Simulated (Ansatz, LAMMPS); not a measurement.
# Localised basis functions on glassy 79TiO2-21SiO2 (mol %) (99 atoms)

Aim: test how closely localised support functions follow the reference on glassy 79TiO2-21SiO2 (mol %) (99 atoms), and at what cost. A setting counts as converged where the r.m.s. difference of forces stays under 1 % of the r.m.s. force.

Method: Kohn-Sham DFT, PBE, PAW (set soft_2), plane waves, in Ansatz 0.2.0.

### 1. Set-up

The cell holds 99 atoms: 26 Ti, 7 Si and 66 O. Cell: a = 11.376 Å, b = 11.376 Å, c = 11.376 Å, α = 90.0°, β = 90.0°, γ = 90.0°. 99 atoms (26 Ti, 7 Si, 66 O) placed at random at 3.23 g/cm³, melted at 4000 K for 10 ps at fixed volume with the Morse and Coulomb pair potential with partial charges (Pedone, Malavasi, Menziani, Cormack and Segre, J. Phys. Chem. B 110, 11780 (2006)). Quenched from 4000 K to 300 K at 50 K/ps and fixed volume, held 10 ps at zero pressure.

Before any run, some limits are plain. The quench rate of 50 K/ps far exceeds what a furnace or splat quench reaches, so expect more defects and frozen-in strain than in a real sample. The starting topology of bonds comes from the classical model, and needn't be the one that DFT or experiment would give. The Brillouin zone is sampled at Γ only, in a cell whose shortest periodic width is 11 Å.

### 2. The classical run that made the cell

A classical potential supplies the starting structure, since it reaches far longer times than DFT.

This step: classical MD, Morse and Coulomb pair potential with partial charges (Pedone, Malavasi, Menziani, Cormack and Segre, J. Phys. Chem. B 110, 11780 (2006)) (LAMMPS 22 Jul 2025 - Update 4).

The input, in.lmp:

```
# melt-quench of Ti26Si7O66
units metal
atom_style charge
boundary p p p
region box block 0 10.8727 0 10.8727 0 10.8727
create_box 3 box
mass 1 47.8670   # Ti
mass 2 28.0850   # Si
mass 3 15.9990   # O
create_atoms 1 random 26 464543 NULL overlap 1.5 maxtry 2000
create_atoms 2 random 7 464550 NULL overlap 1.5 maxtry 2000
create_atoms 3 random 66 464557 NULL overlap 1.5 maxtry 2000
pair_style hybrid/overlay pedone 5.5 coul/long 8.0
pair_coeff * * coul/long
pair_coeff 1 3 pedone 0.024235 2.254703 2.708943 1   # Ti-O
pair_coeff 2 3 pedone 0.340554 2.006700 2.100000 1   # Si-O
pair_coeff 3 3 pedone 0.042395 1.379316 3.618701 22   # O-O
set type 1 charge 2.4
set type 2 charge 2.4
set type 3 charge -1.2
kspace_style pppm 1.0e-4
neigh_modify delay 0 every 1 check yes
thermo_style custom step time temp pe press density
thermo_modify norm yes
timestep 0.002
thermo 100
min_style cg
minimize 1e-4 1e-4 200 2000
reset_timestep 0
velocity all create 4000 464544 mom yes dist gaussian
fix lim all nve/limit 0.05
fix lan all langevin 4000 4000 0.2 464545 zero yes
thermo 500
run 1000 post no
# [... 7 lines left out ...]
fix md all nvt temp 4000 300 0.2
run 37000 post no
unfix md
thermo 1666
fix md all npt temp 300 300 0.2 iso 0 0 2
run 5000 post no
unfix md
write_dump all custom glass.dump id type xs ys zs modify sort id
```

Command:

```
> lmp -in in.lmp -log none -nocite
```

Standard output:

```text
LAMMPS (22 Jul 2025 - Update 4)
Created orthogonal box = (0 0 0) to (10.8727 10.8727 10.8727)
Created 26 atoms
Created 7 atoms
Created 66 atoms
PPPM initialization ...
  G vector (1/distance) = 0.38248421
  grid = 12 12 12
  estimated relative force accuracy = 6.8213824e-05
   Step          Time           Temp          PotEng         Press         Density
         0   0              0             -3.7383564      746738.98      3.226025
        84   0.168          0             -15.838645      12535.958      3.226025
Loop time of 0.0997717 s on 1 MPI rank(s) for 84 steps with 99 atoms
Minimization stats:
  Stopping criterion = energy tolerance
  Energy initial, next-to-last, final =
     -3.73835635973583  -15.8376523991028  -15.8386448065596
  Force two-norm initial, final = 330.69601 1.8356466
  Iterations, force evaluations = 84 111
   Step          Time           Temp          PotEng         Press         Density
         0   0              4000          -15.838645      54643.277      3.226025
       500   1              2048.4791     -15.642388      70586.035      3.226025
      1000   2              2015.4297     -15.646832      96218.886      3.226025
Loop time of 0.741675 s on 1 MPI rank(s) for 1000 steps with 99 atoms
   Step          Time           Temp          PotEng         Press         Density
      1000   2              2015.4297     -15.646832      96218.886      3.226025
      1666   3.332          3997.4985     -15.178769      60109.664      3.226025
      2499   4.998          4200.3811     -15.209148      93348.382      3.226025
      3332   6.664          4266.3802     -15.307299      77999.485      3.226025
      4165   8.33           3992.7831     -15.25739       40138.285      3.226025
      4998   9.996          3589.7341     -15.310177      124625.97      3.226025
      5831   11.662         4103.8849     -15.271018      118983.16      3.226025
[... 1 line left out ...]
Loop time of 3.88664 s on 1 MPI rank(s) for 5000 steps with 99 atoms
   Step          Time           Temp          PotEng         Press         Density
[... 12 lines left out ...]
Loop time of 27.9058 s on 1 MPI rank(s) for 37000 steps with 99 atoms
   Step          Time           Temp          PotEng         Press         Density
[... 1 line left out ...]
     43316   86.632         266.26209     -15.938843      7109.9522      2.9985417
     44982   89.964         317.5628      -15.935542      4791.2372      2.8217448
     46648   93.296         284.3792      -15.941322      7400.5788      2.8383906
     48000   96             288.28192     -15.942693      10047.377      2.816502
Loop time of 4.88403 s on 1 MPI rank(s) for 5000 steps with 99 atoms
```

Wall time 38 s (1 thread of Intel Xeon Platinum 8259CL at 2.50GHz (Skylake/Cascade Lake), shared host); peak memory 0.068 GiB.

### 3. Plane-wave single point

This run is the reference for what follows, at a cutoff of 420 eV.

The input, input.yaml:

```yaml
crystal:
  lattice:
    - [11.37601, 0.0, 0.0]
    - [0.0, 11.37601, 0.0]
    - [0.0, 0.0, 11.37601]
  atoms:
    - { symbol: Ti, position: [0.39256, 0.53901, 0.46636] }
    - { symbol: Ti, position: [0.708, 0.31242, 0.81023] }
    - { symbol: Ti, position: [0.35017, 0.02637, 0.60685] }
    - { symbol: Ti, position: [0.18694, 0.34111, 0.35958] }
    - { symbol: Ti, position: [0.098, 0.60552, 0.33762] }
    - { symbol: Ti, position: [0.51635, 0.27069, 0.49532] }
    - { symbol: Ti, position: [0.29457, 0.81431, 0.38932] }
    - { symbol: Ti, position: [0.47698, 0.94698, 0.88133] }
    - { symbol: Ti, position: [0.71454, 0.95506, 0.46861] }
    - { symbol: Ti, position: [0.96, 0.84808, 0.3674] }
    - { symbol: Ti, position: [0.02811, 0.48921, 0.99425] }
    - { symbol: Ti, position: [0.99739, 0.14658, 0.30375] }
    - { symbol: Ti, position: [0.10001, 0.35709, 0.64899] }
    - { symbol: Ti, position: [0.50287, 0.6288, 0.09506] }
    - { symbol: Ti, position: [0.22017, 0.2509, 0.03812] }
    - { symbol: Ti, position: [0.80886, 0.58434, 0.31823] }
    - { symbol: Ti, position: [0.44971, 0.3486, 0.20334] }
    - { symbol: Ti, position: [0.83664, 0.32541, 0.48464] }
    - { symbol: Ti, position: [0.22399, 0.60503, 0.78428] }
    - { symbol: Ti, position: [0.82814, 0.6845, 0.0376] }
    - { symbol: Ti, position: [0.6442, 0.11695, 0.22173] }
    - { symbol: Ti, position: [0.82316, 0.98016, 0.00472] }
    - { symbol: Ti, position: [0.01662, 0.70672, 0.60771] }
    - { symbol: Ti, position: [0.82848, 0.29494, 0.10192] }
    - { symbol: Ti, position: [0.53943, 0.6644, 0.80313] }
    - { symbol: Ti, position: [0.2003, 0.70866, 0.06686] }
    - { symbol: Si, position: [0.48427, 0.22356, 0.93948] }
    - { symbol: Si, position: [0.09864, 0.09609, 0.73635] }
    - { symbol: Si, position: [0.63507, 0.68752, 0.52734] }
    - { symbol: Si, position: [0.82242, 0.05985, 0.72285] }
    - { symbol: Si, position: [0.46525, 0.88611, 0.14903] }
    - { symbol: Si, position: [0.84537, 0.5552, 0.7841] }
    - { symbol: Si, position: [0.1174, 0.99097, 0.99405] }
    - { symbol: O, position: [0.62388, 0.8329, 0.5123] }
    - { symbol: O, position: [0.06833, 0.61169, 0.49742] }
    - { symbol: O, position: [0.15686, 0.85526, 0.03336] }
    - { symbol: O, position: [0.50698, 0.24625, 0.08273] }
    - { symbol: O, position: [0.76202, 0.61297, 0.16959] }
    - { symbol: O, position: [0.7895, 0.0004, 0.85001] }
    - { symbol: O, position: [0.71212, 0.26378, 0.2023] }
    - { symbol: O, position: [0.36817, 0.85751, 0.25468] }
    - { symbol: O, position: [0.9455, 0.68164, 0.31717] }
    - { symbol: O, position: [0.1316, 0.0275, 0.85473] }
    - { symbol: O, position: [0.99166, 0.9907, 0.30848] }
    - { symbol: O, position: [0.10365, 0.23725, 0.74751] }
    - { symbol: O, position: [0.41322, 0.91087, 0.02111] }
    - { symbol: O, position: [0.52279, 0.62275, 0.45732] }
    - { symbol: O, position: [0.75584, 0.4542, 0.75808] }
    - { symbol: O, position: [0.80242, 0.87548, 0.36432] }
    - { symbol: O, position: [0.9026, 0.19686, 0.4187] }
    - { symbol: O, position: [0.89395, 0.63202, 0.67568] }
    - { symbol: O, position: [0.9432, 0.20976, 0.17402] }
    - { symbol: O, position: [0.68316, 0.29587, 0.51202] }
    - { symbol: O, position: [0.08869, 0.44794, 0.31099] }
    - { symbol: O, position: [0.97897, 0.0015, 0.01256] }
    - { symbol: O, position: [0.74699, 0.06258, 0.10541] }
    - { symbol: O, position: [0.12214, 0.36382, 0.00345] }
    - { symbol: O, position: [0.96791, 0.82555, 0.52676] }
    - { symbol: O, position: [0.3575, 0.68104, 0.07115] }
    - { symbol: O, position: [0.29747, 0.6642, 0.44471] }
    - { symbol: O, position: [0.95213, 0.48924, 0.84944] }
    - { symbol: O, position: [0.16917, 0.48457, 0.7098] }
    - { symbol: O, position: [0.96456, 0.06959, 0.71054] }
    - { symbol: O, position: [0.13387, 0.80954, 0.36469] }
    - { symbol: O, position: [0.55047, 0.77177, 0.14271] }
    - { symbol: O, position: [0.17036, 0.60493, 0.93931] }
    - { symbol: O, position: [0.16292, 0.6473, 0.20072] }
    - { symbol: O, position: [0.45332, 0.41021, 0.54063] }
    - { symbol: O, position: [0.13199, 0.71018, 0.71437] }
    - { symbol: O, position: [0.13433, 0.19984, 0.33066] }
    - { symbol: O, position: [0.33922, 0.91817, 0.49963] }
    - { symbol: O, position: [0.44379, 0.14774, 0.56642] }
    - { symbol: O, position: [0.80945, 0.83052, 0.03753] }
    - { symbol: O, position: [0.76074, 0.0072, 0.60694] }
    - { symbol: O, position: [0.98133, 0.64592, 0.04038] }
    - { symbol: O, position: [0.74415, 0.63803, 0.45475] }
    - { symbol: O, position: [0.61085, 0.65068, 0.66225] }
    - { symbol: O, position: [0.91228, 0.42817, 0.08512] }
    [... 15 atom lines left out ...]
    - { symbol: O, position: [0.52192, 0.0917, 0.91067] }
    - { symbol: O, position: [0.29851, 0.30628, 0.17164] }
    - { symbol: O, position: [0.76892, 0.18951, 0.73809] }
    - { symbol: O, position: [0.53449, 0.00794, 0.17631] }
    - { symbol: O, position: [0.82646, 0.4359, 0.365] }
    - { symbol: O, position: [0.4995, 0.49213, 0.17131] }
kpoints:
  mp_grid: { grid: [1, 1, 1] }
hamiltonian:
  xc: pbe
scf:
  occupations: { method: fixed }
output:
  forces: true
  stress: true
  populations: intrinsic
  dos:
    method: { smearing: { sigma: 0.1 } }
    de: 0.1
    projected: { site_lists: { O: [O], Si: [Si], Ti: [Ti] } }
  eigenvalues: true
  write_density: true
  write_potential: true
  volumetric_format: npy
```

Command:

```
> ansatz run input.yaml --threads 8 --pin off --max-ram 15872MiB --backend cpu --events-out ev --progress --plain --runs-dir out
```

Standard output:

```text
Engine: ansatz 0.2.0, x86_64-unknown-linux-gnu
Pseudopotentials: kind: paw
Pseudopotential: Ti, paw, valence charge 12, recommended cutoff 420 eV (normal), Ti.paw.azcp
Pseudopotential: Si, paw, valence charge 4, recommended cutoff 420 eV (normal), Si.paw.azcp
Pseudopotential: O, paw, valence charge 6, recommended cutoff 420 eV (normal), O.paw.azcp
[... 5 lines on functional and potentials left out ...]
Crystal: 99 atoms, lattice volume = 1472.210 Å³
Basis set: ecut = 420 eV, 28671 PW (Γ), exchange–correlation on 160×160×160 points (8 copies of the dense FFT grid, shifted against one another)
Bands: 467, of which v1, the nominal top of the filled ones, is band 368 counted from 1 (367 counted from 0)
Symmetry: 1 space group operations
Space group: P1 (ITA 1), of the structure as read, at distance tolerance 1.1e-4 Å
k-points: 1
[... 7 lines on functional and potentials left out ...]
Initial density: superposition of atomic densities (neutral atoms: chi_scale 0, normalization atom), corrected by the library's trained network
Initial wavefunctions: pseudopotential atomic-orbital guess
Functional: x = pbe(κ = 0.804, μ = 0.219515), c = pbe(β = 0.066725)
SCF iter   1: F=—  HF=-107007.844513 eV  |F-HF|=—  |Δ(HF+E_count)|=         —  Δρ=4.09e-3  dr2=3.60e-1  ethr=1.77e-3  ⟨swp⟩=4.0  Hψ=1526  notcnv=0  defer=96
preconditioner: auto → Resta (q_TF=auto, 2.431 Å⁻¹)  ε∞=5.4  [insulator: Δε(μ)=2.843 eV  Ē_g=10.549 eV  n_scr=364 (ndim 8)  ℏωp=22.2 eV  f_vac=0.203  ε∞_Penn≈5.4]
SCF iter   2: F=—  HF=-107007.812235 eV  |F-HF|=—  |Δ(HF+E_count)|=   3.23e-2  Δρ=2.20e-3  dr2=7.28e-2  ethr=4.89e-5  ⟨swp⟩=3.0  Hψ=626  notcnv=0  defer=96
SCF iter   3: F=—  HF=-107007.809439 eV  |F-HF|=—  |Δ(HF+E_count)|=   2.80e-3  Δρ=1.10e-3  dr2=3.17e-2  ethr=9.89e-6  ⟨swp⟩=3.0  Hψ=574  notcnv=0  defer=97
SCF iter   4: F=—  HF=-107007.807940 eV  |F-HF|=—  |Δ(HF+E_count)|=   1.50e-3  Δρ=5.56e-4  dr2=7.40e-3  ethr=4.31e-6  ⟨swp⟩=3.0  Hψ=574  notcnv=0  defer=97
SCF iter   5: F=—  HF=-107007.807230 eV  |F-HF|=—  |Δ(HF+E_count)|=   7.09e-4  Δρ=2.72e-4  dr2=1.47e-3  ethr=1.01e-6  ⟨swp⟩=2.0  Hψ=710  notcnv=0  defer=97
SCF iter   6: F=—  HF=-107007.807330 eV  |F-HF|=—  |Δ(HF+E_count)|=   9.92e-5  Δρ=1.59e-4  dr2=4.57e-4  ethr=2.00e-7  ⟨swp⟩=2.0  Hψ=711  notcnv=0  defer=97
SCF iter   7: F=—  HF=-107007.807328 eV  |F-HF|=—  |Δ(HF+E_count)|=   1.38e-6  Δρ=6.76e-5  dr2=7.84e-5  ethr=6.22e-8  ⟨swp⟩=2.0  Hψ=601  notcnv=0  defer=95
SCF iter   8: F=—  HF=-107007.807290 eV  |F-HF|=—  |Δ(HF+E_count)|=   3.83e-5  Δρ=3.07e-5  dr2=1.63e-5  ethr=1.07e-8  ⟨swp⟩=2.0  Hψ=805  notcnv=0  defer=94
SCF iter   9: F=—  HF=-107007.807298 eV  |F-HF|=—  |Δ(HF+E_count)|=   7.67e-6  Δρ=1.85e-5  dr2=5.70e-6  ethr=2.21e-9  ⟨swp⟩=2.0  Hψ=611  notcnv=0  defer=94
SCF iter  10: F=—  HF=-107007.807299 eV  |F-HF|=—  |Δ(HF+E_count)|=   1.19e-6  Δρ=8.16e-6  dr2=1.22e-6  ethr=7.75e-10  ⟨swp⟩=2.0  Hψ=611  notcnv=0  defer=94
SCF iter  11: F=—  HF=-107007.807299 eV  |F-HF|=—  |Δ(HF+E_count)|=   3.84e-7  Δρ=3.11e-6  dr2=1.91e-7  ethr=1.66e-10  ⟨swp⟩=2.0  Hψ=588  notcnv=0  defer=94
SCF iter  12: F=-107007.807299 eV  HF=-107007.807299 eV  |F-HF|=9.63e-9  |Δ(HF+E_count)|=   1.20e-7  Δρ=2.14e-6  dr2=8.51e-8  ethr=1.36e-11  ⟨swp⟩=17.0  Hψ=3377  notcnv=0
SCF 1 converged in 12 iterations: F = -107007.807299 eV  dr2 = 8.51e-8
  greatest PAW one-centre occupation: 0.999 electrons in one spin orbital (limit 2), on the Ti atom at site 21 (counted from 0), in its partial waves of l = 0
SCF converged after 12 iterations
Free energy (F): -107007.807299 eV
Harris-Foulkes:  -107007.807299 eV  (|F-HF|=9.63e-9)
Internal energy: -107007.807299 eV  (E = F + TS)
E sigma→0 (E₀):  -107007.807299 eV
Fermi energy:    3.486693 eV
--- Per-component energies (eV) ---
  E_band       = -8537.405165
  E_kinetic    = 19073.014351
  E_local      = -72411.559103  (includes V_loc(G=0)·N_el)
  E_nonlocal   = 3438.118281
  E_hartree    = 28942.481286
  E_xc         = -7820.097093
  E_vxc        = -9747.046424  (∫ρ·V_xc dr)
  E_paw        = -41239.742272  (= ΣΔE_a)
  E_vpaw       = -6775.066378  (= ΣTr[D̂ρ^β])
  E_aug_tail   = 0.166568  (compensation charges beyond the density's cutoff)
  E_ewald      = -36990.189317
  E_smearing   = -0.000000  (= −TS)
  E_closure    = -0.000000  (closes the sum)
  Σ components = -107007.807299   (vs F -107007.807299, Δ=0.00e0)
--- Forces (eV/Å), atoms counted from 1 ---
  atom   1  Ti    -0.10750891    -1.11078705    -0.58352675
  atom   2  Ti     1.62030438    -0.17443278     1.84058318
  atom   3  Ti    -2.24984668     0.97767139     1.83986069
  atom   4  Ti     2.54961135     1.43360719     0.92899679
  atom   5  Ti    -0.60149371     1.13204079     1.87393218
  atom   6  Ti     1.71241423     1.52078621     0.05582016
  atom   7  Ti    -2.16985390     0.05889591    -0.69082387
  atom   8  Ti    -1.28713850    -0.17300807    -0.64054465
  atom   9  Ti    -0.12950257    -1.22356432    -1.48418938
  atom  10  Ti     1.12162059    -0.40184899     0.74332664
  atom  11  Ti    -2.13918462     1.66594478    -1.63974666
  atom  12  Ti    -2.71106845    -1.35490329    -0.37154651
  atom  13  Ti    -1.84914832     0.43246387    -0.29698412
  atom  14  Ti    -0.31154254     0.41703696    -1.36938217
[...]
atom  98  O      0.48811090    -0.16363009    -0.22902222
  atom  99  O      0.38725159    -0.02782753     0.93005788
  max |Σ_I F_I| component: 1.44e-4 eV/Å
--- Stress (GPa, compression-positive) ---
        7.264029      -0.228261       0.148459
       -0.228261       9.684132       0.373703
        0.148459       0.373702       5.789880
  P = ⅓ Tr σ = 7.5793 GPa (75.793 kbar)
--- Band table (eV) ---
  k-point 0: bands = ["-52.9797", "-52.7363", "-52.7214", "-52.6703", [... 451 levels ...], "9.0901", "9.1057", "9.1630", "9.2168", "9.2235", "9.2662", "9.3032", "9.3419", "9.3526", "9.3905", "9.4259", "9.4778"]
--- intrinsic populations: 99 sites ---
  site symbol       q [e]
     0     Ti     10.6433
     1     Ti     10.6218
     2     Ti     10.6425
[...]
98      O      6.6531
  spilling = -0.000000 (of n_electrons = 736.000000)
```

Wall time 20 s (8 threads of Intel Xeon Platinum 8259CL at 2.50GHz (Skylake/Cascade Lake), shared host); peak memory 2.3 GiB; 2.3 min of CPU time.

In the SCF lines HF is the Harris–Foulkes energy and dr2 the Hartree energy of the density residual, in eV; the loop may stop once dr2 is under the threshold and the program's other checks hold. Hψ counts applications of the Hamiltonian.

Numbers from this run:

```
free energy                                      : -107007.8073 eV
free energy per atom                             : -1080.8869 eV/atom
SCF cycles                                       : 12
pressure                                         : 7.579 GPa
r.m.s. force component                           : 1.043 eV/Å
longest force                                    : 4.198 eV/Å
Fermi energy                                     : 3.487 eV
gap (highest filled to lowest empty level) : 2.743 eV
```

The r.m.s. force component of 1.0 eV/Å sets the scale for the differences below.

(Part 1 of 3 ends here.)

[Long decimals in the printed logs are rounded to 6 places.]

[Logs are printed without paths, hosts, clocks, repeated set-up lines and the standing remarks that a program may print on its own settings, such as how far it seeks lower states.]

[Hosts, paths, dates, database ids (printed as entryN), source tags and the programs' standing remarks are cut or masked in the printed files.]
